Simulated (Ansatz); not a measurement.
# Se on Os(0001): change of the work function, part 2 of 5

Wanted: Δφ(θ) for Se/Os(0001), starting from the hcp site.

Ansatz 0.2.0; plane-wave DFT, r2SCAN, Ansatz PAW.

So far, work function, upper face (eV): step 2 (the clean slab) 5.39.

## 3. Adsorbate added, k-mesh 7×7×1, coverage 0.25 ML

System of this step: Se/Os(0001). The cell holds 17 atoms: 16 Os and 1 Se. Its edges and angles: a = 5.480 Å, b = 5.480 Å, c = 26.677 Å, α = 90.0°, β = 90.0°, γ = 60.0°. Vacuum lies along c.

The clean slab as it ended is repeated in the plane and the adsorbate is set on one face; the cell's size fixes the coverage, and the k-mesh shrinks with it to keep the sampling density about even. Adsorbate and upper layers relax, since the dipole depends on the height.

File input.yaml:

```yaml
crystal:
  lattice:
    - [5.48, 0.0, 0.0]
    - [2.74, 4.7458192128, 0.0]
    - [0.0, 0.0, 26.6769465449]
  atoms:
    - { symbol: Os, position: [0.3333333333, 0.3333333333, 0.3373699454] }
    - { symbol: Os, position: [0.0, 0.0, 0.4184598107] }
    - { symbol: Os, position: [0.3333333333, 0.3333333333, 0.499196727] }
    - { symbol: Os, position: [0.0, 0.0, 0.5773024477] }
    - { symbol: Os, position: [0.3333333333, 0.8333333333, 0.3373699454] }
    - { symbol: Os, position: [0.0, 0.5, 0.4184598107] }
    - { symbol: Os, position: [0.3333333333, 0.8333333333, 0.499196727] }
    - { symbol: Os, position: [0.0, 0.5, 0.5773024477] }
    - { symbol: Os, position: [0.8333333333, 0.3333333333, 0.3373699454] }
    - { symbol: Os, position: [0.5, 0.0, 0.4184598107] }
    - { symbol: Os, position: [0.8333333333, 0.3333333333, 0.499196727] }
    - { symbol: Os, position: [0.5, 0.0, 0.5773024477] }
    - { symbol: Os, position: [0.8333333333, 0.8333333333, 0.3373699454] }
    - { symbol: Os, position: [0.5, 0.5, 0.4184598107] }
    - { symbol: Os, position: [0.8333333333, 0.8333333333, 0.499196727] }
    - { symbol: Os, position: [0.5, 0.5, 0.5773024477] }
    - { symbol: Se, position: [0.3333333333, 0.3333333333, 0.6626300546] }
kpoints:
  mp_grid: { grid: [7, 7, 1] }
hamiltonian:
  xc: r2scan
scf:
  occupations: { method: fermi_dirac, width: 0.1 }
  convergence: { dr2_threshold: 1.0e-08 }
efield:
  axis: 3
  dipole_correction: true
  ramp_position: 0.97
  ramp_width: 0.06
relax:
  f_tol: 0.02
  max_steps: 60
  constraints: [{ sites: [0, 1, 4, 5, 8, 9, 12, 13] }]
output:
  bader: true
  dos: { projected: true, e_range: [-8, 4] }
  write_potential: true
  write_density: true
  volumetric_format: npy
  elf: true
```

Started as:

```
ansatz run input.yaml --threads 4 --pin off --max-ram 12288MiB --backend cpu --events-out ev --progress --plain --runs-dir out
```

Numbers of over 12 decimals in the logs are rounded to 6 here.

Output:

```text
[...]
Crystal: 17 atoms, lattice volume = 693.790 Å³
Basis set: ecut = 500 eV, 17509 PW (Γ), exchange–correlation on 160×160×800 points (64 copies of the dense FFT grid, shifted against one another)
Bands: 164, of which v1, the nominal top of the filled ones, is band 136 counted from 1 (135 counted from 0)
Symmetry: 6 space group operations
[...]
k-points: 8 of 49 (time reversal used)
[...]
SCF iter   1: F=—  HF=-187831.415939 eV  |F-HF|=—  |Δ(HF+E_count)|=         —  Δρ=7.90e-3  dr2=1.25e0  dr2_τ=3.20e-1  ethr=1.77e-3  p=0.118 e·Å  D=3.07e-2 V/Å  ΔV_dip=-0.82 eV  dr2_dipole=5.98e-1  V_vac-E_F(+/−)=4.79/5.61 eV  ⟨swp⟩=9.5  Hψ=6526  notcnv=0  defer=2
[...]
SCF iter  10: F=-187831.793162 eV  HF=-187831.793162 eV  |F-HF|=5.44e-9  |Δ(HF+E_count)|=   3.06e-8  Δρ=5.61e-7  dr2=4.00e-9  dr2_τ=4.35e-10  ethr=3.68e-12  p=0.027 e·Å  D=7.07e-3 V/Å  ΔV_dip=-0.19 eV  dr2_dipole=2.50e-10  V_vac-E_F(+/−)=5.19/5.38 eV  ⟨swp⟩=13.5  Hψ=9615  notcnv=0
SCF 1 converged in 10 iterations: F = -187831.793162 eV  dr2 = 4.00e-9
[...]
relax step   1: F+E_penalty+E_count = -187831.79316209 eV  Δ(F+E_penalty+E_count) = +0.000e0 eV  max|allowed force component| = 3.088e0 eV/Å  Δτ_max = 0.0000 Å  (10 SCF iters, accepted)
[...]
SCF iter  10: F=-187832.348442 eV  HF=-187832.348442 eV  |F-HF|=5.44e-9  |Δ(HF+E_count)|=   1.64e-8  Δρ=5.84e-7  dr2=4.03e-9  dr2_τ=5.34e-10  ethr=3.68e-12  p=0.062 e·Å  D=1.63e-2 V/Å  ΔV_dip=-0.43 eV  dr2_dipole=1.19e-10  V_vac-E_F(+/−)=4.95/5.38 eV  ⟨swp⟩=14.0  Hψ=9355  notcnv=0
SCF 2 converged in 10 iterations: F = -187832.348442 eV  dr2 = 4.03e-9
relax step   2: F+E_penalty+E_count = -187832.34844217 eV  Δ(F+E_penalty+E_count) = -5.553e-1 eV  max|allowed force component| = 1.205e0 eV/Å  Δτ_max = 0.1949 Å  (10 SCF iters, accepted)
SCF iter   1: F=—  HF=-187831.605328 eV  |F-HF|=—  |Δ(HF+E_count)|=         —  Δρ=3.56e-3  dr2=4.12e-1  dr2_τ=2.10e0  ethr=1.20e-3  p=0.062 e·Å  D=1.63e-2 V/Å  ΔV_dip=-0.43 eV  dr2_dipole=1.54e-1  V_vac-E_F(+/−)=4.95/5.38 eV  ⟨swp⟩=4.5  Hψ=3463  notcnv=0  defer=10
[...]
SCF iter  10: F=-187832.401018 eV  HF=-187832.401018 eV  |F-HF|=5.06e-9  |Δ(HF+E_count)|=   2.32e-8  Δρ=6.08e-7  dr2=3.70e-9  dr2_τ=4.87e-10  ethr=3.68e-12  p=0.082 e·Å  D=2.13e-2 V/Å  ΔV_dip=-0.57 eV  dr2_dipole=1.57e-10  V_vac-E_F(+/−)=4.83/5.40 eV  ⟨swp⟩=14.6  Hψ=9740  notcnv=0
SCF 3 converged in 10 iterations: F = -187832.401018 eV  dr2 = 3.70e-9
relax step   3: F+E_penalty+E_count = -187832.40101778 eV  Δ(F+E_penalty+E_count) = -5.258e-2 eV  max|allowed force component| = 7.473e-1 eV/Å  Δτ_max = 0.1960 Å  (10 SCF iters, accepted)
[...]
relax step   4: F+E_penalty+E_count = -187832.43472967 eV  Δ(F+E_penalty+E_count) = -3.371e-2 eV  max|allowed force component| = 2.179e-1 eV/Å  Δτ_max = 0.0617 Å  (9 SCF iters, accepted)
[...]
relax step   5: F+E_penalty+E_count = -187832.44212171 eV  Δ(F+E_penalty+E_count) = -7.392e-3 eV  max|allowed force component| = 6.049e-2 eV/Å  Δτ_max = 0.0179 Å  (9 SCF iters, accepted)
[...]
relax step   6: F+E_penalty+E_count = -187832.44318756 eV  Δ(F+E_penalty+E_count) = -1.066e-3 eV  max|allowed force component| = 8.137e-2 eV/Å  Δτ_max = 0.0217 Å  (9 SCF iters, accepted)
SCF iter   1: F=—  HF=-187832.431274 eV  |F-HF|=—  |Δ(HF+E_count)|=         —  Δρ=3.53e-4  dr2=4.50e-3  dr2_τ=3.62e-2  ethr=8.14e-6  p=0.088 e·Å  D=2.29e-2 V/Å  ΔV_dip=-0.61 eV  dr2_dipole=1.20e-3  V_vac-E_F(+/−)=4.79/5.40 eV  ⟨swp⟩=2.8  Hψ=2326  notcnv=0  defer=9
[...]
SCF iter   8: F=-187832.444112 eV  HF=-187832.444112 eV  |F-HF|=3.29e-9  |Δ(HF+E_count)|=   3.44e-8  Δρ=4.94e-7  dr2=4.01e-9  dr2_τ=2.97e-10  ethr=3.68e-12  p=0.087 e·Å  D=2.28e-2 V/Å  ΔV_dip=-0.61 eV  dr2_dipole=5.37e-10  V_vac-E_F(+/−)=4.79/5.40 eV  ⟨swp⟩=13.4  Hψ=9637  notcnv=0
SCF 7 converged in 8 iterations: F = -187832.444112 eV  dr2 = 4.01e-9
relax step   7: F+E_penalty+E_count = -187832.44411156 eV  Δ(F+E_penalty+E_count) = -9.240e-4 eV  max|allowed force component| = 1.109e-2 eV/Å  Δτ_max = 0.0083 Å  (8 SCF iters, accepted)
NSCF: frozen V_eff on 8 k-points
[...]
SCF iter   2: F=-187832.444112 eV  HF=-187832.444112 eV  |F-HF|=1.34e-9  |Δ(HF+E_count)|=   3.58e-9  Δρ=3.43e-7  dr2=1.81e-9  dr2_τ=1.36e-10  ethr=1.48e-12  p=0.087 e·Å  D=2.28e-2 V/Å  ΔV_dip=-0.61 eV  dr2_dipole=2.26e-11  V_vac-E_F(+/−)=4.79/5.40 eV  ⟨swp⟩=10.0  Hψ=8744  notcnv=0
SCF 8 converged in 2 iterations: F = -187832.444112 eV  dr2 = 1.81e-9
[...]
SCF converged after 2 iterations
Free energy (F): -187832.444112 eV
[...]
Internal energy: -187832.036335 eV  (E = F + TS)
E sigma→0 (E₀):  -187832.240223 eV
Entropy (-TS):   -0.407776 eV (-23.987 meV/atom)
Fermi energy:    5.396965 eV
Dipole field:    D = 0.022767 V/Å  (p = 0.087291 e·Å, saw-weighted, corrected)
Work function:   Φ+ = 4.7898 eV   Φ− = 5.3972 eV
[...]
--- Forces (eV/Å), atoms counted from 1 ---
  atom   1  Os     0.00000000     0.00000000     0.77008362
  atom   2  Os    -0.00000000    -0.00000000    -1.37327308
  atom   3  Os     0.00000000    -0.00000000    -0.00359976
  atom   4  Os     0.00000000     0.00000000     0.01109590
  atom   5  Os    -0.01132460     0.00653826     0.96048273
  atom   6  Os     0.06362871    -0.03673605    -0.75850470
  atom   7  Os     0.00013306    -0.00007682    -0.00400062
  atom   8  Os     0.00450002    -0.00259809     0.00399614
  atom   9  Os     0.00000000    -0.01307652     0.96048273
  atom  10  Os    -0.00000000     0.07347211    -0.75850470
  atom  11  Os    -0.00000000     0.00015364    -0.00400062
  atom  12  Os    -0.00000000     0.00519617     0.00399614
  atom  13  Os     0.01132460     0.00653826     0.96048273
  atom  14  Os    -0.06362871    -0.03673605    -0.75850470
  atom  15  Os    -0.00013306    -0.00007682    -0.00400062
  atom  16  Os    -0.00450002    -0.00259809     0.00399614
  atom  17  Se     0.00000000    -0.00000000    -0.01020789
  max |Σ_I F_I| component: 1.95e-5 eV/Å
--- Band table (eV; the first three rows and the last of 8) ---
  k-point 0: bands = [... 132 lower, 5.6492, 5.7514, 5.7514, 6.2618, 6.6486, 6.6486, 6.7008, 6.7879, ... 24 higher]
  k-point 1: bands = [... 132 lower, 5.5432, 5.5988, 5.6506, 5.7915, 5.8095, 5.9563, 6.5013, 6.7791, ... 24 higher]
  k-point 2: bands = [... 132 lower, 4.8517, 5.1812, 5.1836, 5.2889, 5.5737, 5.9147, 6.0950, 6.1599, ... 24 higher]
  k-point 7: bands = [... 132 lower, 4.6468, 4.7222, 4.9687, 5.0167, 5.0391, 5.5495, 5.6272, 5.6703, ... 24 higher]
--- Relaxed structure (7 steps of the walk, 7 accepted, 0 SCFs on fresh bases) ---
  F+E_penalty+E_count = -187832.44411156 eV   max|allowed force component| = 1.109e-2 eV/Å
  atoms:
    - { symbol: Os, position: [0.333333, 0.333333, 0.337370] }
    - { symbol: Os, position: [1.6326809185093863e-17, 1.632680918509386e-17, 0.418460] }
    - { symbol: Os, position: [0.333333, 0.333333, 0.499043] }
    - { symbol: Os, position: [1.5890948015276806e-17, 1.597304035742911e-17, 0.575602] }
    - { symbol: Os, position: [0.333333, 0.833333, 0.337370] }
    - { symbol: Os, position: [5.551115123125783e-17, 0.5, 0.418460] }
    - { symbol: Os, position: [0.335584, 0.832208, 0.498995] }
    - { symbol: Os, position: [-0.00722425, 0.503612, 0.578486] }
    - { symbol: Os, position: [0.833333, 0.333333, 0.337370] }
    - { symbol: Os, position: [0.500000, 1.632680918509386e-17, 0.418460] }
    - { symbol: Os, position: [0.832208, 0.335584, 0.498995] }
    - { symbol: Os, position: [0.503612, -0.00722425, 0.578486] }
    - { symbol: Os, position: [0.833333, 0.833333, 0.337370] }
    - { symbol: Os, position: [0.500000, 0.5, 0.418460] }
    - { symbol: Os, position: [0.832208, 0.832208, 0.498995] }
    - { symbol: Os, position: [0.503612, 0.503612, 0.578486] }
    - { symbol: Se, position: [0.333333, 0.333333, 0.649725] }
--- Bader charges: 17 sites ---
  site symbol  charge [e]  shift [e]
     0     Os     -0.0787     0.0001
     1     Os      0.0734     0.0001
     2     Os      0.0779     0.0001
     3     Os     -0.0021     0.0001
     4     Os     -0.0769     0.0001
     5     Os      0.0727     0.0001
     6     Os      0.0554     0.0000
     7     Os      0.0286     0.0003
     8     Os     -0.0769     0.0001
     9     Os      0.0727     0.0001
    10     Os      0.0554     0.0000
    11     Os      0.0286     0.0003
    12     Os     -0.0770     0.0001
    13     Os      0.0727     0.0001
    14     Os      0.0554     0.0000
    15     Os      0.0286     0.0003
    16     Se     -0.3099     0.0009
  estimated error of the sums over rays = 5.1e-4 e
```

It took 8.3 min on 4 threads of Arm Neoverse V1, shared host; peak memory 4.5 GiB; 32 min of CPU time.

The steps of the relaxation:

| step | energy less that of the first step (eV) | largest force component (eV/Å) |
| --- | --- | --- |
| 1 | 0.0000 | 3.0880 |
| 2 | -0.5553 | 1.2048 |
| 3 | -0.6079 | 0.7473 |
| 4 | -0.6416 | 0.2179 |
| 5 | -0.6490 | 0.0605 |
| 6 | -0.6500 | 0.0814 |
| 7 | -0.6510 | 0.0111 |

Forces are held to the 6 operations that the run works with; a distortion that breaks them can't arise in this run.

The atoms that moved most (Å):

| atom | dx | dy | dz | length |
| --- | --- | --- | --- | --- |
| Se17 | 0.000 | 0.000 | -0.344 | 0.344 |
| Os16 | 0.030 | 0.017 | 0.032 | 0.047 |
| Os12 | 0.000 | -0.034 | 0.032 | 0.047 |
| Os8 | -0.030 | 0.017 | 0.032 | 0.047 |
| Os4 | 0.000 | 0.000 | -0.045 | 0.045 |
| Os7 | 0.009 | -0.005 | -0.005 | 0.012 |
| Os11 | 0.000 | 0.011 | -0.005 | 0.012 |
| Os15 | -0.009 | -0.005 | -0.005 | 0.012 |

The relaxed structure:

```xyz
17
Lattice="5.4800 0.0000 0.0000 2.7400 4.7458 0.0000 0.0000 0.0000 26.6769" Properties=species:S:1:pos:R:3
Os    2.7400    1.5819    9.0000
Os    0.0000    0.0000   11.1632
Os    2.7400    1.5819   13.3129
Os    0.0000    0.0000   15.3553
Os    4.1100    3.9548    9.0000
Os    1.3700    2.3729   11.1632
Os    4.1193    3.9495   13.3117
Os    1.3403    2.3901   15.4322
Os    5.4800    1.5819    9.0000
Os    2.7400    0.0000   11.1632
Os    5.4800    1.5926   13.3117
Os    2.7400   -0.0343   15.4322
Os    6.8500    3.9548    9.0000
Os    4.1100    2.3729   11.1632
Os    6.8407    3.9495   13.3117
Os    4.1397    2.3901   15.4322
Se    2.7400    1.5819   17.3327
```

Numbers from this step:

| Quantity | Value |
| --- | --- |
| energy at zero smearing | -187832.2402 eV |
| work function, upper face | 4.790 eV |
| work function, lower face | 5.397 eV |
| dipole along the normal | 0.08729 e·Å |
| step between the vacuum levels | -0.6074 eV |

Running mean over 2.16323 Å of the planar mean; the ramp of the sawtooth is left out. Electron's electrostatic potential energy less the Fermi level against z:

z (Å), electron's electrostatic potential energy less the Fermi level (eV) and a bar from the least value:
```
      3.5        5.4 ##############################
      4.0        5.4 ##############################
      4.5        5.4 ##############################
      5.0        5.4 ##############################
      5.5        5.4 ##############################
      6.0        5.3 ##############################
      6.5        5.0 #############################
      7.0        4.1 ############################
      7.5        0.8 #######################
      8.0       -5.0 ##############
      8.5      -10.1 #####
      9.0      -12.1 ##
      9.5      -12.5 ##
     10.0      -12.6 #
     10.5      -12.8 #
     11.0      -12.9 #
     11.5      -13.0 #
     12.0      -13.1 #
     12.5      -13.1 #
     13.0      -13.0 #
     13.5      -13.1 #
     14.0      -13.4 
     14.5      -13.4 
     15.0      -13.0 #
     15.5      -12.5 ##
     16.0      -10.5 #####
     16.5       -5.8 ############
     17.0       -1.0 ####################
     17.5        1.6 ########################
     18.0        2.7 ##########################
     18.5        3.6 ###########################
     19.0        4.3 ############################
     19.5        4.7 #############################
     20.0        4.8 #############################
     20.5        4.8 #############################
     21.0        4.8 #############################
     21.5        4.8 #############################
     22.0        4.8 #############################
     22.5        4.8 #############################
     23.0        4.8 #############################
     23.5        4.8 #############################
```

The density of states has structure finer than the step of the table below, so its rows give means over 0.25 eV, whole bins alone (the curve runs from -8 to 1.98 eV). Peaks (eV: height): -3.310: 36.6, -2.710: 49.1, -2.620: 38.5, -2.350: 36.3, -1.950: 36.4, 1.230: 38.3, 1.380: 34.7.

The density of states by energy, zero at the Fermi level; means over each step:

| energy (eV) | density of states (states/eV a cell) |
| --- | --- |
| -7.75 | 9.15 |
| -7.50 | 12.2 |
| -7.25 | 11.9 |
| -7.00 | 14.5 |
| -6.75 | 13.9 |
| -6.50 | 15.4 |
| -6.25 | 15.7 |
| -6.00 | 11.1 |
| -5.75 | 12.3 |
| -5.50 | 18.6 |
| -5.25 | 16.8 |
| -5.00 | 14.9 |
| -4.75 | 18.9 |
| -4.50 | 13.4 |
| -4.25 | 15.7 |
| -4.00 | 14.5 |
| -3.75 | 16.8 |
| -3.50 | 24.1 |
| -3.25 | 19.8 |
| -3.00 | 19.9 |
| -2.75 | 26.5 |
| -2.50 | 26.2 |
| -2.25 | 23.6 |
| -2.00 | 22.3 |
| -1.75 | 19.8 |
| -1.50 | 12.1 |
| -1.25 | 11.7 |
| -1.00 | 10.1 |
| -0.75 | 16.1 |
| -0.50 | 15.9 |
| -0.25 | 10.8 |
| 0.00 | 9.72 |
| 0.25 | 19.0 |
| 0.50 | 14.6 |
| 0.75 | 11.5 |
| 1.00 | 10.7 |
| 1.25 | 21.3 |
| 1.50 | 26.1 |
| 1.75 | 18.3 |

Projected DOS per atom over height of the atomic layer and energy from the Fermi level. Layers: Os4 Os4 Os4 Os4 Se from below.

Ten even steps from '0' (0.11 states/eV) to '9' (2.05 states/eV), each cell a mean:
```
46641
65551
33110
43351
42120
63240
42231
32231
65462
95461
95682
44552
55553
33348
44435
34332
34453
23330
35431
14630
14520
02310
```
Columns: height of the atomic layer (Å) from 9 to 17.3 (not evenly spaced); rows upwards: energy from the Fermi level (eV) from -7.96 to 1.95.

Electrostatic potential energy in the ca plane at fractional y = 0.333, with atoms of Os and Se within 0.2 Å of it. With pseudopotentials it is smooth inside the atoms' cores, unlike the true potential.

Ten even steps from '0' (-50 eV) to '9' (10 eV), each cell a mean:
```
42247887788742247887789999999999999999999999
10015898888510016888999999999999999999999999
10015899998510015899999999999999999999999999
30026888888620037888899999999999999999999999
64468876678864468876689999999999999999999999
88889864468888888864578999999999999999999999
88889864468888888864578988999999999999999999
64468876678864468876678766789999999999999999
20026888888620026888887566679999999999999999
10015899998510015899986677669999999999999999
10015898888510016898886577679999999999999999
42247887788742247887788666689999999999999999
86678875578876678875578877899999999999999999
98889864468988889864468999999999999999999999
86678875568876678865579999999999999999999999
```
Columns run along c (16.0 Å, from fractional 0.31 to 0.91 of the cell; values clipped at the 3rd and 97th percentile), rows up along a (5.5 Å). Atoms in or near the plane, at fractional coordinates: Os at (0.34, 0.33), Os at (0.50, 0.33), Os at (0.34, 0.83), Os at (0.50, 0.83), Se at (0.65, 0.33).

Valence density in the ca plane at fractional y = 0.333, with atoms of Os and Se within 0.2 Å of it. It is the smooth field of the valence electrons, not physical close to the nuclei.

Values in e/Å³, 8 rows by 16 columns, each cell a mean:
```
 4  2  0  0  3  4  0  0  0  0  0  0  0  0  0  0
 6  3  0  0  4  5  0  0  0  0  0  0  0  0  0  0
 1  1  1  1  1  1  1  1  0  0  0  0  0  0  0  0
 1  0  1  1  0  1  1  1  0  0  0  0  0  0  0  0
 4  2  0  0  3  4  0  0  3  5  0  0  0  0  0  0
 6  3  0  0  4  5  0  0  5 11  0  0  0  0  0  0
 1  1  1  1  1  1  1  1  1  1  0  0  0  0  0  0
 1  0  1  1  0  1  1  1  0  0  0  0  0  0  0  0
```
Columns run along c (16.0 Å, from fractional 0.31 to 0.91 of the cell), rows up along a (5.5 Å). Atoms in or near the plane, at fractional coordinates: Os at (0.34, 0.33), Os at (0.50, 0.33), Os at (0.34, 0.83), Os at (0.50, 0.83), Se at (0.65, 0.33).

ELF in the ca plane at fractional y = 0.333, with atoms of Os and Se within 0.2 Å of it. It is the smooth field of the valence electrons, not physical close to the nuclei.

Ten even steps from '0' (0.00) to '9' (0.87), each cell a mean:
```
56653433334356653433333210000000000000000000
76674333343376673333444310000000000000000000
75574333343475573344454310000000000000000000
67764433334367763433343210000000000000000000
45433333333334433333332221110000000000000000
44333234433333333334432344432100000000000000
44333235433333333334423577876310000000000000
45433333334335533333325788998631000000000000
67764433334367763333346766999742000000000000
75574333343475573333346523899852000000000000
76674333343376673333346644899852000000000000
56653433334356643433236778999741000000000000
33333334433333333334324788887520000000000000
44333235532344333335432456654210000000000000
33333334433333333334432222221000000000000000
```
Columns run along c (16.0 Å, from fractional 0.31 to 0.91 of the cell), rows up along a (5.5 Å). Atoms in or near the plane, at fractional coordinates: Os at (0.34, 0.33), Os at (0.50, 0.33), Os at (0.34, 0.83), Os at (0.50, 0.83), Se at (0.65, 0.33).

The relaxation took 7 steps and lowered the energy by 0.65 eV; the largest force on the free atoms ends at 0.011 eV/Å.

By hand: a sheet of dipoles makes a step −p/(ε₀A) in the electron's potential. With e/ε₀ = 180.95 V·Å, p = 0.08729 e·Å and A = 26.01 Å², that is −180.95 × (0.08729) / 26.01 = -0.607 eV, and the two vacuum levels of the run differ by -0.607 eV.

The covered face has 4.79 eV, -0.60 eV against the clean one; the bare back face has moved by -0.04 eV, a measure of how thin the slab is.

(Part 2 of 5 ends here.)

[Logs are printed without paths, hosts, clocks, repeated set-up lines and the standing remarks that a program may print on its own settings, such as how far it seeks lower states.]

[Hosts, paths, dates, database ids (printed as entryN), source tags and the programs' standing remarks are cut or masked in the printed files.]

[Maps of the electrostatic potential energy from Ansatz leave out the sawtooth potential of an applied field or a dipole correction, so their vacuum need not be flat; planar profiles and work functions include it.]
